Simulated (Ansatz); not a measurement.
# Cs on Cu(100): change of the work function, part 3 of 3

How does Cs on the hollow site change the work function of Cu(100) as the layer fills?

Ansatz 0.2.0; plane-wave DFT, PBE, Ansatz PAW.

So far, work function, upper face (eV): step 2 (the clean slab) 4.57; step 3 (37 atoms, coverage 0.111 ML, cell 3x3) 1.63.

## Step 4: Adsorbate added, k-mesh 6×6×1, coverage 0.25 ML

System of this step: Cs/Cu(100). The cell holds 17 atoms: 16 Cu and 1 Cs. Cell: a = 5.105 Å, b = 5.105 Å, c = 26.844 Å, α = 90.0°, β = 90.0°, γ = 90.0°. Vacuum lies along c.

Another coverage, to see how the dipoles act on each other as their distance changes.

input.yaml

```yaml
crystal:
  lattice:
    - [5.1053109602, 0.0, 0.0]
    - [0.0, 5.1053109602, 0.0]
    - [0.0, 0.0, 26.8444187524]
  atoms:
    - { symbol: Cu, position: [0.25, 0.25, 0.3352652215] }
    - { symbol: Cu, position: [0.0, 0.0, 0.4025045243] }
    - { symbol: Cu, position: [0.25, 0.25, 0.4709109197] }
    - { symbol: Cu, position: [0.0, 0.0, 0.5370937468] }
    - { symbol: Cu, position: [0.25, 0.75, 0.3352652215] }
    - { symbol: Cu, position: [0.0, 0.5, 0.4025045243] }
    - { symbol: Cu, position: [0.25, 0.75, 0.4709109197] }
    - { symbol: Cu, position: [0.0, 0.5, 0.5370937468] }
    - { symbol: Cu, position: [0.75, 0.25, 0.3352652215] }
    - { symbol: Cu, position: [0.5, 0.0, 0.4025045243] }
    - { symbol: Cu, position: [0.75, 0.25, 0.4709109197] }
    - { symbol: Cu, position: [0.5, 0.0, 0.5370937468] }
    - { symbol: Cu, position: [0.75, 0.75, 0.3352652215] }
    - { symbol: Cu, position: [0.5, 0.5, 0.4025045243] }
    - { symbol: Cu, position: [0.75, 0.75, 0.4709109197] }
    - { symbol: Cu, position: [0.5, 0.5, 0.5370937468] }
    - { symbol: Cs, position: [0.25, 0.25, 0.6647347785] }
kpoints:
  mp_grid: { grid: [6, 6, 1] }
hamiltonian:
  xc: pbe
scf:
  occupations: { method: fermi_dirac, width: 0.1 }
  convergence: { dr2_threshold: 1.0e-08 }
efield:
  axis: 3
  dipole_correction: true
  ramp_position: 0.97
  ramp_width: 0.06
relax:
  f_tol: 0.02
  max_steps: 60
  constraints: [{ sites: [0, 1, 4, 5, 8, 9, 12, 13] }]
output:
  dos: { projected: true, e_range: [-8, 4] }
  write_potential: true
  write_density: true
  volumetric_format: npy
  elf: true
```

Launch:

```
ansatz run input.yaml --threads 4 --pin off --max-ram 16384MiB --backend cpu --events-out ev --progress --plain --runs-dir out
```

What it wrote:

```text
[...]
Crystal: 17 atoms, lattice volume = 699.678 Å³
Basis set: ecut = 420 eV, 13641 PW (Γ), exchange–correlation on 72×72×360 points (8 copies of the dense FFT grid, shifted against one another)
Bands: 188, of which v1, the nominal top of the filled ones, is band 157 counted from 1 (156 counted from 0)
Symmetry: 8 space group operations
[...]
k-points: 10 of 36
[...]
SCF iter   1: F=—  HF=-111669.587587 eV  |F-HF|=—  |Δ(HF+E_count)|=         —  Δρ=3.10e-3  dr2=1.48e0  ethr=1.77e-3  p=0.386 e·Å  D=9.99e-2 V/Å  ΔV_dip=-2.68 eV  dr2_dipole=8.62e-1  V_vac-E_F(+/−)=1.89/4.58 eV  ⟨swp⟩=8.3  Hψ=8231  notcnv=0  defer=72
[...]
SCF iter  14: F=-111669.559156 eV  HF=-111669.559155 eV  |F-HF|=4.47e-9  |Δ(HF+E_count)|=   5.07e-8  Δρ=9.37e-7  dr2=7.82e-9  ethr=3.19e-12  p=0.357 e·Å  D=9.24e-2 V/Å  ΔV_dip=-2.48 eV  dr2_dipole=3.10e-9  V_vac-E_F(+/−)=2.06/4.54 eV  ⟨swp⟩=15.9  Hψ=14622  notcnv=0
SCF 1 converged in 14 iterations: F = -111669.559156 eV  dr2 = 7.82e-9
[...]
relax step   1: F+E_penalty+E_count = -111669.55915550 eV  Δ(F+E_penalty+E_count) = +0.000e0 eV  max|allowed force component| = 4.004e-1 eV/Å  Δτ_max = 0.0000 Å  (14 SCF iters, accepted)
[...]
SCF iter  10: F=-111669.585985 eV  HF=-111669.585985 eV  |F-HF|=6.97e-9  |Δ(HF+E_count)|=   2.08e-8  Δρ=8.05e-7  dr2=6.73e-9  ethr=3.19e-12  p=0.362 e·Å  D=9.35e-2 V/Å  ΔV_dip=-2.51 eV  dr2_dipole=7.61e-11  V_vac-E_F(+/−)=2.02/4.54 eV  ⟨swp⟩=13.3  Hψ=12996  notcnv=0
SCF 2 converged in 10 iterations: F = -111669.585985 eV  dr2 = 6.73e-9
relax step   2: F+E_penalty+E_count = -111669.58598505 eV  Δ(F+E_penalty+E_count) = -2.683e-2 eV  max|allowed force component| = 3.688e-1 eV/Å  Δτ_max = 0.0651 Å  (10 SCF iters, accepted)
SCF iter   1: F=—  HF=-111669.633664 eV  |F-HF|=—  |Δ(HF+E_count)|=         —  Δρ=8.10e-4  dr2=1.30e-2  ethr=3.66e-5  p=0.362 e·Å  D=9.35e-2 V/Å  ΔV_dip=-2.51 eV  dr2_dipole=7.43e-4  V_vac-E_F(+/−)=2.03/4.54 eV  ⟨swp⟩=6.6  Hψ=4474  notcnv=0  defer=106
[...]
SCF iter  11: F=-111669.632401 eV  HF=-111669.632401 eV  |F-HF|=3.04e-9  |Δ(HF+E_count)|=   2.76e-8  Δρ=9.37e-7  dr2=5.53e-9  ethr=3.19e-12  p=0.372 e·Å  D=9.61e-2 V/Å  ΔV_dip=-2.58 eV  dr2_dipole=4.30e-11  V_vac-E_F(+/−)=1.95/4.53 eV  ⟨swp⟩=8.7  Hψ=11542  notcnv=0
SCF 3 converged in 11 iterations: F = -111669.632401 eV  dr2 = 5.53e-9
relax step   3: F+E_penalty+E_count = -111669.63240124 eV  Δ(F+E_penalty+E_count) = -4.642e-2 eV  max|allowed force component| = 2.750e-1 eV/Å  Δτ_max = 0.1357 Å  (11 SCF iters, accepted)
[...]
relax step   4: F+E_penalty+E_count = -111669.66661505 eV  Δ(F+E_penalty+E_count) = -3.421e-2 eV  max|allowed force component| = 4.252e-2 eV/Å  Δτ_max = 0.1950 Å  (13 SCF iters, accepted)
SCF iter   1: F=—  HF=-111669.668996 eV  |F-HF|=—  |Δ(HF+E_count)|=         —  Δρ=8.31e-4  dr2=3.65e-3  ethr=7.84e-6  p=0.389 e·Å  D=1.01e-1 V/Å  ΔV_dip=-2.70 eV  dr2_dipole=3.19e-4  V_vac-E_F(+/−)=1.82/4.52 eV  ⟨swp⟩=4.9  Hψ=4305  notcnv=0  defer=107
[...]
SCF iter  11: F=-111669.667906 eV  HF=-111669.667906 eV  |F-HF|=4.15e-9  |Δ(HF+E_count)|=   1.66e-9  Δρ=8.58e-7  dr2=6.98e-9  ethr=3.19e-12  p=0.392 e·Å  D=1.01e-1 V/Å  ΔV_dip=-2.72 eV  dr2_dipole=1.09e-9  V_vac-E_F(+/−)=1.80/4.52 eV  ⟨swp⟩=11.2  Hψ=13267  notcnv=0
SCF 5 converged in 11 iterations: F = -111669.667906 eV  dr2 = 6.98e-9
relax step   5: F+E_penalty+E_count = -111669.66790610 eV  Δ(F+E_penalty+E_count) = -1.291e-3 eV  max|allowed force component| = 1.392e-2 eV/Å  Δτ_max = 0.0503 Å  (11 SCF iters, accepted)
[...]
SCF converged after 11 iterations
Free energy (F): -111669.667906 eV
[...]
Internal energy: -111669.445990 eV  (E = F + TS)
E sigma→0 (E₀):  -111669.556948 eV
Entropy (-TS):   -0.221916 eV (-13.054 meV/atom)
Fermi energy:    3.042678 eV
Dipole field:    D = 0.101397 V/Å  (p = 0.392067 e·Å, saw-weighted, corrected)
Work function:   Φ+ = 1.7958 eV   Φ− = 4.5178 eV
[...]
--- Forces (eV/Å), atoms counted from 1 ---
  atom   1  Cu     0.00000000     0.00000000     0.12167862
  atom   2  Cu     0.01515021     0.01515021    -0.12020858
  atom   3  Cu    -0.00000000     0.00000000     0.00284340
  atom   4  Cu    -0.00392417    -0.00392417    -0.00690411
  atom   5  Cu     0.00000000     0.00000000     0.12312017
  atom   6  Cu     0.01515021    -0.01515021    -0.12020858
  atom   7  Cu    -0.00000000     0.00000000     0.00390476
  atom   8  Cu    -0.00392417     0.00392417    -0.00690411
  atom   9  Cu    -0.00000000     0.00000000     0.12312017
  atom  10  Cu    -0.01515021     0.01515021    -0.12020858
  atom  11  Cu     0.00000000     0.00000000     0.00390476
  atom  12  Cu     0.00392417    -0.00392417    -0.00690411
  atom  13  Cu     0.00000000     0.00000000     0.11482878
  atom  14  Cu    -0.01515021    -0.01515021    -0.12020858
  atom  15  Cu     0.00000000     0.00000000     0.00109993
  atom  16  Cu     0.00392417     0.00392417    -0.00690411
  atom  17  Cs    -0.00000000     0.00000000     0.01391774
  max |Σ_I F_I| component: 3.25e-5 eV/Å
--- Band table (eV; the first three rows and the last of 10) ---
  k-point 0: bands = [... 153 lower, 2.6425, 2.6635, 2.6668, 2.8482, 2.8485, 2.9994, 2.9994, 3.0555, ... 27 higher]
  k-point 1: bands = [... 153 lower, 2.3311, 2.8711, 2.9180, 3.0339, 3.0743, 3.2562, 3.2637, 4.1519, ... 27 higher]
  k-point 2: bands = [... 153 lower, 2.4078, 2.9845, 3.2513, 3.2551, 3.6560, 3.8400, 4.0067, 4.3606, ... 27 higher]
  k-point 9: bands = [... 153 lower, 1.8211, 1.8211, 1.8538, 3.0975, 3.1527, 3.1527, 3.2398, 4.3571, ... 27 higher]
--- Relaxed structure (5 steps of the walk, 5 accepted, 0 SCFs on fresh bases) ---
  F+E_penalty+E_count = -111669.66790610 eV   max|allowed force component| = 1.392e-2 eV/Å
  atoms:
    - { symbol: Cu, position: [0.25, 0.25, 0.3352652215] }
    - { symbol: Cu, position: [0.0, 0.0, 0.4025045243] }
    - { symbol: Cu, position: [0.25, 0.25, 0.470969] }
    - { symbol: Cu, position: [-0.00156359, -0.00156359, 0.537427] }
    - { symbol: Cu, position: [0.25, 0.750000, 0.3352652215] }
    - { symbol: Cu, position: [0.0, 0.5, 0.4025045243] }
    - { symbol: Cu, position: [0.25, 0.750000, 0.470763] }
    - { symbol: Cu, position: [-0.00156359, 0.501564, 0.537427] }
    - { symbol: Cu, position: [0.750000, 0.25, 0.3352652215] }
    - { symbol: Cu, position: [0.5, 0.0, 0.4025045243] }
    - { symbol: Cu, position: [0.750000, 0.25, 0.470763] }
    - { symbol: Cu, position: [0.501564, -0.00156359, 0.537427] }
    - { symbol: Cu, position: [0.750000, 0.750000, 0.3352652215] }
    - { symbol: Cu, position: [0.5, 0.5, 0.4025045243] }
    - { symbol: Cu, position: [0.750000, 0.750000, 0.470241] }
    - { symbol: Cu, position: [0.501564, 0.501564, 0.537427] }
    - { symbol: Cs, position: [0.25, 0.25, 0.648116] }
```

Run time: 7.4 min. Hardware: 4 threads of Arm Neoverse N1, shared host; peak memory 3.4 GiB.

Relaxation path:

| step | energy less that of the first step (eV) | largest force component (eV/Å) |
| --- | --- | --- |
| 1 | 0.0000 | 0.4004 |
| 2 | -0.0268 | 0.3688 |
| 3 | -0.0732 | 0.2750 |
| 4 | -0.1075 | 0.0425 |
| 5 | -0.1087 | 0.0139 |

The run keeps the 8 symmetry operations that the program found, so distortions that break them were not tested.

The atoms that moved most (Å):

| atom | dx | dy | dz | length |
| --- | --- | --- | --- | --- |
| Cs17 | 0.000 | 0.000 | -0.446 | 0.446 |
| Cu15 | 0.000 | 0.000 | -0.018 | 0.018 |
| Cu4 | -0.008 | -0.008 | 0.009 | 0.014 |
| Cu12 | 0.008 | -0.008 | 0.009 | 0.014 |
| Cu8 | -0.008 | 0.008 | 0.009 | 0.014 |
| Cu16 | 0.008 | 0.008 | 0.009 | 0.014 |

Final coordinates:

```
Cu Cs
1.0
     5.10531    0.00000    0.00000
     0.00000    5.10531    0.00000
     0.00000    0.00000   26.84442
Cu Cs
16 1
Direct
  0.25000 0.25000 0.33527
  0.00000 0.00000 0.40250
  0.25000 0.25000 0.47097
  0.99844 0.99844 0.53743
  0.25000 0.75000 0.33527
  0.00000 0.50000 0.40250
  0.25000 0.75000 0.47076
  0.99844 0.50156 0.53743
  0.75000 0.25000 0.33527
  0.50000 0.00000 0.40250
  0.75000 0.25000 0.47076
  0.50156 0.99844 0.53743
  0.75000 0.75000 0.33527
  0.50000 0.50000 0.40250
  0.75000 0.75000 0.47024
  0.50156 0.50156 0.53743
  0.25000 0.25000 0.64812
```

This step gave:

| Property | Result |
| --- | --- |
| energy at zero smearing | -111669.5569 eV |
| work function, upper face | 1.796 eV |
| work function, lower face | 4.518 eV |
| dipole along the normal | 0.3921 e·Å |
| step between the vacuum levels | -2.722 eV |

Running mean over 1.805 Å of the planar mean; the ramp of the sawtooth is left out. The electron's electrostatic potential energy less the Fermi level by z:

| z (Å) | electron's electrostatic potential energy less the Fermi level (eV) |
| --- | --- |
| 3.5 | 4.52 |
| 4.0 | 4.52 |
| 4.5 | 4.52 |
| 5.0 | 4.51 |
| 5.5 | 4.51 |
| 6.0 | 4.48 |
| 6.5 | 4.38 |
| 7.0 | 4.05 |
| 7.5 | 2.64 |
| 8.0 | -1.48 |
| 8.5 | -6.24 |
| 9.0 | -8.32 |
| 9.5 | -8.65 |
| 10.0 | -8.74 |
| 10.5 | -8.80 |
| 11.0 | -8.76 |
| 11.5 | -8.61 |
| 12.0 | -8.62 |
| 12.5 | -8.79 |
| 13.0 | -8.88 |
| 13.5 | -8.89 |
| 14.0 | -8.75 |
| 14.5 | -8.25 |
| 15.0 | -5.84 |
| 15.5 | -1.56 |
| 16.0 | 0.682 |
| 16.5 | -0.256 |
| 17.0 | -1.89 |
| 17.5 | -2.69 |
| 18.0 | -2.10 |
| 18.5 | -0.860 |
| 19.0 | 0.394 |
| 19.5 | 1.13 |
| 20.0 | 1.44 |
| 20.5 | 1.60 |
| 21.0 | 1.69 |
| 21.5 | 1.74 |
| 22.0 | 1.76 |
| 22.5 | 1.78 |
| 23.0 | 1.79 |
| 23.5 | 1.79 |

The density of states has structure finer than the step of the table below, so its rows give means over 0.25 eV. Peaks (eV: height): -2.830: 115, -2.770: 89.2, -2.320: 96.7, -1.950: 83.2, -1.800: 97.4, -1.590: 91.9, -1.500: 111.

Density of states against energy, zero at the Fermi level; means over each step:

| energy (eV) | density of states (states/eV a cell) |
| --- | --- |
| -7.75 | 1.12 |
| -7.50 | 1.20 |
| -7.25 | 1.30 |
| -7.00 | 2.49 |
| -6.75 | 2.80 |
| -6.50 | 2.23 |
| -6.25 | 2.56 |
| -6.00 | 2.94 |
| -5.75 | 3.79 |
| -5.50 | 3.62 |
| -5.25 | 5.21 |
| -5.00 | 6.80 |
| -4.75 | 12.4 |
| -4.50 | 17.6 |
| -4.25 | 25.5 |
| -4.00 | 37.3 |
| -3.75 | 26.3 |
| -3.50 | 36.4 |
| -3.25 | 40.1 |
| -3.00 | 45.5 |
| -2.75 | 62.0 |
| -2.50 | 52.3 |
| -2.25 | 67.8 |
| -2.00 | 67.7 |
| -1.75 | 82.8 |
| -1.50 | 55.2 |
| -1.25 | 12.3 |
| -1.00 | 6.34 |
| -0.75 | 6.21 |
| -0.50 | 4.40 |
| -0.25 | 6.17 |
| 0.00 | 7.46 |
| 0.25 | 8.24 |
| 0.50 | 5.53 |
| 0.75 | 6.58 |
| 1.00 | 5.00 |
| 1.25 | 8.43 |
| 1.50 | 3.46 |
| 1.75 | 9.86 |

Projected DOS per atom over height of the atomic layer and energy from the Fermi level. Layers: Cu4 Cu4 Cu4 Cu4 Cs from below.

Ten even steps from '_' (0.00 states/eV) to '@' (5.78 states/eV), each cell a mean:
```
__________
__________
________..
________..
__________
__________
__________
++------__
@@****@@__
%%++++%%__
++++++##__
--++====__
::----::__
..====..__
__::::..__
__________
__________
__________
__________
__________
__________
__________
```
Columns: height of the atomic layer (Å) from 9 to 17.4 (not evenly spaced); rows upwards: energy from the Fermi level (eV) from -7.96 to 1.95.

ELF in the ca plane at fractional y = 0.250, with atoms of Cu and Cs within 0.2 Å of it. It is the smooth field of the valence electrons, not physical close to the nuclei.

Ten even steps from '0' (0.00) to '9' (0.88), each cell a mean:
```
22222222223221223222321013553200000111000000
11222222222122212222222000000000001111000000
12475212222247522222222100000000011111000000
12486212222259621232222100000000011111000000
11243222222124322222222100000000011111000000
11121222222212122222221001222100001111000000
22222332223322233222321026776410000111000000
22222222223221223222221279999741000011000000
11222222222122212222211599889962000011000000
12475212222247522232212795149973100011000000
12486212222259621232212894028973100011000000
11243222222124322222211697469973000011000000
11121222222212122222211489999851000011000000
22222332223322223222321158998520000111000000
```
Columns run along c (16.0 Å, from fractional 0.29 to 0.89 of the cell), rows up along a (5.1 Å). Atoms in or near the plane, at fractional coordinates: Cu at (0.34, 0.25), Cu at (0.47, 0.25), Cu at (0.34, 0.75), Cu at (0.47, 0.75), Cs at (0.65, 0.25).

Electrostatic potential energy in the ca plane at fractional y = 0.250, with atoms of Cu and Cs within 0.2 Å of it. With pseudopotentials it is smooth inside the atoms' cores, unlike the true potential.

Ten even steps from '0' (-48 eV) to '9' (6 eV), each cell a mean:
```
99888999999988899999999999999999999999999999
98524799999842479999999999999999999999999999
96100489999600048999999999999999999999999999
95000389999500048999999999999999999999999999
97201599999720269999999999999999999999999999
99766899999976789999999999999999999999999999
99999999999999999999999998888999999999999999
99888999999988899999999986567899999999999999
98524799999842479999999854445799999999999999
96100489999610048999999744544689999999999999
95000389999500048999999744544689999999999999
97201599999720269999999754444789999999999999
99766899999976789999999875456899999999999999
99999999999999999999999988778999999999999999
```
Columns run along c (16.0 Å, from fractional 0.29 to 0.89 of the cell; values clipped at the 3rd and 97th percentile), rows up along a (5.1 Å). Atoms in or near the plane, at fractional coordinates: Cu at (0.34, 0.25), Cu at (0.47, 0.25), Cu at (0.34, 0.75), Cu at (0.47, 0.75), Cs at (0.65, 0.25).

Valence density in the ca plane at fractional y = 0.250, with atoms of Cu and Cs within 0.2 Å of it. It is the smooth field of the valence electrons, not physical close to the nuclei.

Ten steps, logarithmic in the rise over the least value, from '0' (0 e/Å³) to '9' (45 e/Å³), each cell a mean:
```
00111100000011100000000000000000000000000000
01344100000134310000000000000000000000000000
02697310000269731000000000000000000000000000
02798410001379841000000000000000000000000000
01576210000257521000000000000000000000000000
00122100000112210000000000000000000000000000
00011000100001000000000000000000000000000000
00111100000011100000000011211000000000000000
01344100000134310000000022222100000000000000
02697310000269731000000122122100000000000000
02798410000279841000000122012100000000000000
01576210000157521000000122222100000000000000
00122100000112210000000012221000000000000000
00011000100001000000000001110000000000000000
```
Columns run along c (16.0 Å, from fractional 0.29 to 0.89 of the cell), rows up along a (5.1 Å). Atoms in or near the plane, at fractional coordinates: Cu at (0.34, 0.25), Cu at (0.47, 0.25), Cu at (0.34, 0.75), Cu at (0.47, 0.75), Cs at (0.65, 0.25).

The relaxation took 5 steps and lowered the energy by 0.11 eV; the largest force on the free atoms ends at 0.014 eV/Å.

By hand: a sheet of dipoles makes a step −p/(ε₀A) in the electron's potential. With e/ε₀ = 180.95 V·Å, p = 0.3921 e·Å and A = 26.06 Å², that is −180.95 × (0.3921) / 26.06 = -2.722 eV, and the two vacuum levels of the run differ by -2.722 eV.

The covered face has 1.80 eV, -2.77 eV against the clean one; the bare back face has moved by -0.06 eV, a measure of how thin the slab is.

## Step 5: Work function against coverage

This step: plane-wave DFT, PBE, Ansatz PAW; work function against coverage (Ansatz 0.2.0).

The runs are now put side by side.

This step gave:

- work function of the clean face: 4.571 eV
- largest change of the work function: -2.942 eV

Table of work function of the covered face by coverage:

| coverage (adsorbates/nm²) | work function of the covered face (eV) |
| --- | --- |
| 0.00 | 4.57 |
| 1.71 | 1.63 |
| 3.84 | 1.80 |

The dipole per adsorbate comes from the change of the cell's dipole. Coverage, by row:

| coverage (1/nm²) | coverage (ML) | work function (eV) | change (eV) | dipole per adsorbate, positive end outwards (debye) | mean height of the added atoms over the highest substrate atom (Å) |
| --- | --- | --- | --- | --- | --- |
| 1.705 | 0.1111 | 1.628 | -2.942 | 4.543 | 2.949 |
| 3.837 | 0.25 | 1.796 | -2.775 | 1.875 | 2.971 |

## Step 6: Summary of results

```yaml
work_function_of_the_clean_face: 4.57 eV
work_function_at_0p11_ml: 1.63 eV
work_function_at_0p25_ml: 1.80 eV
dipole_per_adsorbate_at_0p11_ml_positive_end_outwards: 4.54 D
```

**Reading.** Cs lowers the work function of Cu(100) at the lowest coverage, by 2.94 eV: the adsorbate layer has its positive end outwards. The slab has 4 layers, at the tabulated experimental lattice constant, one starting site was run, and quantum-size effects of a slab this thin can reach one or two tenths of an eV.

[Long decimals in the printed logs are rounded to 6 places.]

[Logs are printed without paths, hosts, clocks, repeated set-up lines and the standing remarks that a program may print on its own settings, such as how far it seeks lower states.]

[Hosts, paths, dates, database ids (printed as entryN), source tags and the programs' standing remarks are cut or masked in the printed files.]

[Maps of the electrostatic potential energy from Ansatz leave out the sawtooth potential of an applied field or a dipole correction, so their vacuum need not be flat; planar profiles and work functions include it.]

[The density of states shown here was stored with 400 of the rows of the run's finer table, so its peaks can read low, often by over a quarter, or be missed, and its means over a window can be off by a tenth or more.]
